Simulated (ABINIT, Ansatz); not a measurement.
# KNa3H4 (Pm-3m): bands and cutoff in G0W0 with ABINIT, part 2 of 2

Aim: raise bands and screening cutoff together for KNa3H4 (Pm-3m) and follow gap and time.

ABINIT 10.8.3; LDA and many-body steps on it, plane waves. Known limits of the many-body steps: not at the basis limit; coarse k mesh.

So far. Step 3 (Screening, 2×2×2 mesh, 47 bands, screening to 62.6 eV): Local fields lower ε∞ by 11 %. On a Γ-centred mesh this coarse the value itself is usually too large, while a short band sum pulls it down. Step 4 (47 bands, 62.6 eV): The gap on the mesh goes from 2.59 eV to 4.65 eV, a correction of +2.06 eV.

## (6) 108 bands, 114.3 eV

This step: G0W0 on LDA, plane waves, norm-conserving pseudopotentials.

Contents of run.abi:

```
acell 3*1.0 Angstrom
rprim 
  5.118641000000 0.000000000000 0.000000000000
  0.000000000000 5.118641000000 0.000000000000
  0.000000000000 0.000000000000 5.118641000000
ntypat 3
znucl 19 11 1
natom 8
typat 1 2 2 2 3 3 3 3
xred 
  0.500000000000 0.500000000000 0.500000000000
  -0.000000000000 -0.000000000000 0.500000000000
  -0.000000000000 0.500000000000 -0.000000000000
  0.500000000000 -0.000000000000 -0.000000000000
  -0.000000000000 -0.000000000000 -0.000000000000
  0.500000000000 0.500000000000 -0.000000000000
  0.500000000000 -0.000000000000 0.500000000000
  -0.000000000000 0.500000000000 0.500000000000
pp_dirpath "pseudos"
pseudos "K.upf, Na.upf, H.upf"
ecut 38
ngkpt 2 2 2
nshiftk 1
shiftk 0 0 0
kptopt 1
chksymbreak 0
istwfk *1
occopt 1
irdwfk 1
optdriver 4
nband 108
gwcalctyp 0
ecutsigx 38
symsigma 1
nkptgw 3
kptgw 
  0.5000000000 0.0000000000 0.0000000000
  0.5000000000 0.5000000000 0.5000000000
  0.0000000000 0.0000000000 0.0000000000
bdgw 
  19 22
  18 23
  18 23
ecuteps 4.2
irdscr 1
ppmodel 1
indata_prefix "in"
outdata_prefix "out"
tmpdata_prefix "tmp"
```

Launch:

```
OMP_NUM_THREADS=1 mpirun -n 4 abinit run.abi > log
```

Numbers of over 12 decimals in the logs are rounded to 6 here.

The program printed:

```text
.Version 10.8.3 of ABINIT. v10.8.2 released Aug 2026.

 Symmetries : space group Pm -3 m (#221); Bravais cP (primitive cubic)
[... echo of the input left out ...]
== DATASET  1 ==================================================================
-   mpi_nproc: 4, omp_nthreads: 1 (-1 if OMP is not activated)

--- !DatasetInfo
iteration_state: {dtset: 1, }
dimensions: {natom: 8, nkpt: 4, mband: 108, nsppol: 1, nspinor: 1, nspden: 1, mpw: 10131, }
cutoff_energies: {ecut:  38.0, pawecutdg:  -1.0, }
electrons: {nelect:   4.00000000E+01, charge:   0.00000000E+00, occopt:   1.00000000E+00, tsmear:   1.00000000E-02, }

 SIGMA: Calculation of the GW corrections

 Based on a program developped by R.W. Godby, V. Olevano, G. Onida, and L. Reining.
 Incorporated in ABINIT by V. Olevano, G.-M. Rignanese, and M. Torrent.
.Using double precision arithmetic ; gwpc =  8

[... cell and pseudopotentials left out ...]
--------------------------------------------------------------------------------

 ==== K-mesh for the wavefunctions ====
 Number of points in the irreducible wedge :     4
[... list of points left out ...]
 Together with 48 symmetry operations and time-reversal symmetry
 yields     8 points in the full Brillouin Zone.

 ==== Q-mesh for screening function ====
 Number of points in the irreducible wedge :     4
[... list of points left out ...]
 Together with 48 symmetry operations and time-reversal symmetry
 yields     8 points in the full Brillouin Zone.

 vcoul_init : cutoff-mode = AUXILIARY_FUNCTION
 q-points for optical limit:   1
     1)      0.000010    0.000020    0.000030
 setmesh: FFT mesh size selected  =    54x   54x   54
          total number of points  =       157464

 Number of electrons calculated from density =   40.0000; Expected =   40.0000
[...]
number of plane-waves for wavefunctions         10131
 number of bands                                   108
 number of q-points in IBZ                           4
 number of frequencies                               2
 number of real frequencies                          1
 number of imag frequencies                          1

 matrix elements of self-energy operator (all in [eV])

 Perturbative Calculation

--- !SelfEnergy_ee
iteration_state: {dtset: 1, }
kpoint     : [   0.500,    0.000,    0.000, ]
spin       : 1
KS_gap     :    4.568
QP_gap     :    6.824
Delta_QP_KS:    2.256
data: !SigmaeeData |
     Band     E0 <VxcDFT>   SigX SigC(E0)      Z dSigC/dE  Sig(E)    E-E0       E
       19  -0.709 -10.108 -13.385   1.944   0.746  -0.341 -11.102  -0.994  -1.703
       20  -0.233 -10.290 -13.490   1.845   0.754  -0.326 -11.311  -1.022  -1.255
       21   4.334  -7.735  -3.146  -3.084   0.820  -0.219  -6.501   1.234   5.569
[...]
--- !SelfEnergy_ee
iteration_state: {dtset: 1, }
kpoint     : [   0.500,    0.500,    0.500, ]
spin       : 1
KS_gap     :    3.160
QP_gap     :    5.369
Delta_QP_KS:    2.209
data: !SigmaeeData |
     Band     E0 <VxcDFT>   SigX SigC(E0)      Z dSigC/dE  Sig(E)    E-E0       E
[...]
--- !SelfEnergy_ee
iteration_state: {dtset: 1, }
kpoint     : [   0.000,    0.000,    0.000, ]
spin       : 1
KS_gap     :    4.495
QP_gap     :    6.566
Delta_QP_KS:    2.071
data: !SigmaeeData |
     Band     E0 <VxcDFT>   SigX SigC(E0)      Z dSigC/dE  Sig(E)    E-E0       E
[...]
22   4.019  -7.703  -3.435  -2.957   0.826  -0.210  -6.620   1.082   5.102
       23   4.019  -7.703  -3.435  -2.957   0.826  -0.210  -6.620   1.082   5.102

== END DATASET(S) ==============================================================
================================================================================

 -outvars: echo values of variables after computation  --------
           etotal      0.0000000000E+00
            nband         108
             nkpt           4
          spgroup         221
 [... the other variables as echoed above ...]

 Calculation completed.
```

It took 14 s on 4 MPI ranks of Arm Neoverse V2, shared host; peak memory 1.2 GiB; 56 s of CPU time.

Numbers from this step:

| Item | Value |
| --- | --- |
| G0W0 gap on the points computed | 4.743 eV |
| starting gap on the mesh | 2.594 eV |
| k of the valence top | 0.5, 0, 0 |
| k of the conduction bottom | 0.5, 0.5, 0.5 |
| Z at the valence top | 0.754 |
| Z at the conduction bottom | 0.822 |
| least direct G0W0 gap on the computed points | 5.369 eV |

Against G0W0 in ABINIT (2×2×2 mesh, 47 bands, screening to 62.6 eV, Godby-Needs plasmon pole), the gap moves by +0.093 eV.

## (7) Screening, 2×2×2 mesh, 237 bands, screening to 176.9 eV

This step: RPA screening on LDA, plane waves, norm-conserving pseudopotentials.

run.abi: that of step 6 with these lines changed.

```diff
@@ -29,19 +29,8 @@
 irdwfk 1
-optdriver 4
-nband 108
-gwcalctyp 0
-ecutsigx 38
-symsigma 1
-nkptgw 3
-kptgw 
-  0.5000000000 0.0000000000 0.0000000000
-  0.5000000000 0.5000000000 0.5000000000
-  0.0000000000 0.0000000000 0.0000000000
-bdgw 
-  19 22
-  18 23
-  18 23
-ecuteps 4.2
-irdscr 1
-ppmodel 1
+optdriver 3
+nband 237
+ecuteps 6.5
+inclvkb 2
+awtr 1
+symchi 1
 indata_prefix "in"
```

The program printed:

```text
.Version 10.8.3 of ABINIT. v10.8.2 released Aug 2026.

 Symmetries : space group Pm -3 m (#221); Bravais cP (primitive cubic)
[... echo of the input left out ...]
== DATASET  1 ==================================================================
-   mpi_nproc: 4, omp_nthreads: 1 (-1 if OMP is not activated)

--- !DatasetInfo
iteration_state: {dtset: 1, }
dimensions: {natom: 8, nkpt: 4, mband: 237, nsppol: 1, nspinor: 1, nspden: 1, mpw: 10131, }
cutoff_energies: {ecut:  38.0, pawecutdg:  -1.0, }
[...]
--------------------------------------------------------------------------------
[... chi0 elements left out ...]
 For q-point:  0.000010 0.000020 0.000030
  dielectric constant =   3.2955
  dielectric constant without local fields =   3.6988

  Average fulfillment of the sum rule on Im[epsilon] for q-point    1 :     58.94  [%]
[... wings left out ...]
  q-point number  2        q = ( 0.500000, 0.000000, 0.000000) [r.l.u.]
--------------------------------------------------------------------------------
[... chi0 elements left out ...]
  Average fulfillment of the sum rule on Im[epsilon] for q-point    2 :     62.37  [%]

 [... 2 further q-points ...]
```

Wall time 56 s (4 MPI ranks); peak memory 2.1 GiB.

Numbers from this step:

| Property | Result |
| --- | --- |
| ε∞ with local fields, on this mesh, along the program's q direction | 3.296 |
| the same without local fields | 3.699 |
| plasma frequency | 20.28 eV |
| plane waves in the screening matrix | 739 |

## (8) 237 bands, 176.9 eV

This step: G0W0 on LDA, plane waves, norm-conserving pseudopotentials.

run.abi: that of step 7 with these lines changed.

```diff
@@ -29,8 +29,19 @@
 irdwfk 1
-optdriver 3
+optdriver 4
 nband 237
+gwcalctyp 0
+ecutsigx 38
+symsigma 1
+nkptgw 3
+kptgw 
+  0.5000000000 0.0000000000 0.0000000000
+  0.5000000000 0.5000000000 0.5000000000
+  0.0000000000 0.0000000000 0.0000000000
+bdgw 
+  19 22
+  18 23
+  18 23
 ecuteps 6.5
-inclvkb 2
-awtr 1
-symchi 1
+irdscr 1
+ppmodel 1
 indata_prefix "in"
```

The program printed:

```text
.Version 10.8.3 of ABINIT. v10.8.2 released Aug 2026.

 Symmetries : space group Pm -3 m (#221); Bravais cP (primitive cubic)
[... echo of the input left out ...]
== DATASET  1 ==================================================================
-   mpi_nproc: 4, omp_nthreads: 1 (-1 if OMP is not activated)

--- !DatasetInfo
iteration_state: {dtset: 1, }
dimensions: {natom: 8, nkpt: 4, mband: 237, nsppol: 1, nspinor: 1, nspden: 1, mpw: 10131, }
cutoff_energies: {ecut:  38.0, pawecutdg:  -1.0, }
[...]
Band     E0 <VxcDFT>   SigX SigC(E0)      Z dSigC/dE  Sig(E)    E-E0       E
[...]
22   4.019  -7.703  -3.435  -3.093   0.807  -0.239  -6.755   0.948   4.967
       23   4.019  -7.703  -3.435  -3.093   0.807  -0.239  -6.755   0.948   4.967

== END DATASET(S) ==============================================================
================================================================================

 -outvars: echo values of variables after computation  --------
           etotal      0.0000000000E+00
            nband         237
             nkpt           4
          spgroup         221
 [... the other variables as echoed above ...]

 Calculation completed.
```

Elapsed: 93 s, on 4 MPI ranks; peak memory 2.2 GiB; 6.2 min of CPU time.

Numbers from this step:

```
G0W0 gap on the points computed              : 4.977 eV
starting gap on the mesh                     : 2.594 eV
k of the valence top                         : 0.5, 0, 0
k of the conduction bottom                   : 0.5, 0.5, 0.5
least direct G0W0 gap on the computed points : 5.566 eV
```

Against G0W0 in ABINIT (2×2×2 mesh, 108 bands, screening to 114.3 eV, Godby-Needs plasmon pole), the gap moves by +0.234 eV.

## (9) The runs together

Times are wall times on 4 MPI ranks of Arm Neoverse V2, shared host, good to a factor of about two. A run's time includes the screening step that it read.

```tsv
run	mesh	bands	screening cutoff (eV)	DFT gap (eV)	gap on the mesh (eV)	direct (eV)	ε∞ used	time
47 bands, 62.6 eV	2×2×2	47	62.6	2.594	4.650	5.328	3.24	11 s
108 bands, 114.3 eV	2×2×2	108	114.3	2.594	4.743	5.369	3.28	30 s
237 bands, 176.9 eV	2×2×2	237	176.9	2.594	4.977	5.566	3.30	2.5 min
```

## (10) Outcome

```
47 bands, 62.6 eV   : 4.650 eV
108 bands, 114.3 eV : 4.743 eV
237 bands, 176.9 eV : 4.977 eV
known limits        : not at the basis limit; coarse k mesh
```

What this shows: From the first rung to the last the gap moves by +0.33 eV for 13 times the time. The steps are not yet shrinking, so no limit is drawn. In the first G0W0 run levels were corrected at 3 k points alone, so a gap called «on the mesh» is the least over those, and an edge elsewhere would be missed. The 2×2×2 mesh is coarse for this cell, which bears on the long-range parts of exchange and screening.

[Paths, hosts, dates, memory and timing lines, banners, echoed tables and standing remarks are left out of the program output.]

[Logs are printed without paths, hosts, clocks, repeated set-up lines and the standing remarks that a program may print on its own settings, such as how far it seeks lower states.]

[Runs of the session that timed out or met a known fault of the program may be left out.]

[No measured gap is set beside runs whose start may be inverted or whose files or cutoffs have a known fault.]

[Hosts, paths, dates, database ids (printed as entryN), source tags and the programs' standing remarks are cut or masked in the printed files.]

[G0W0 gaps are taken among the corrected bands and points alone; a level outside them can change the order at an edge.]

[Where Ansatz stands beside ABINIT at settings called matched, ABINIT's density can come from a denser mesh and the files from another edition; pairs whose starting gaps differed by over 0.03 eV were left out, so agreement reads better than it is.]
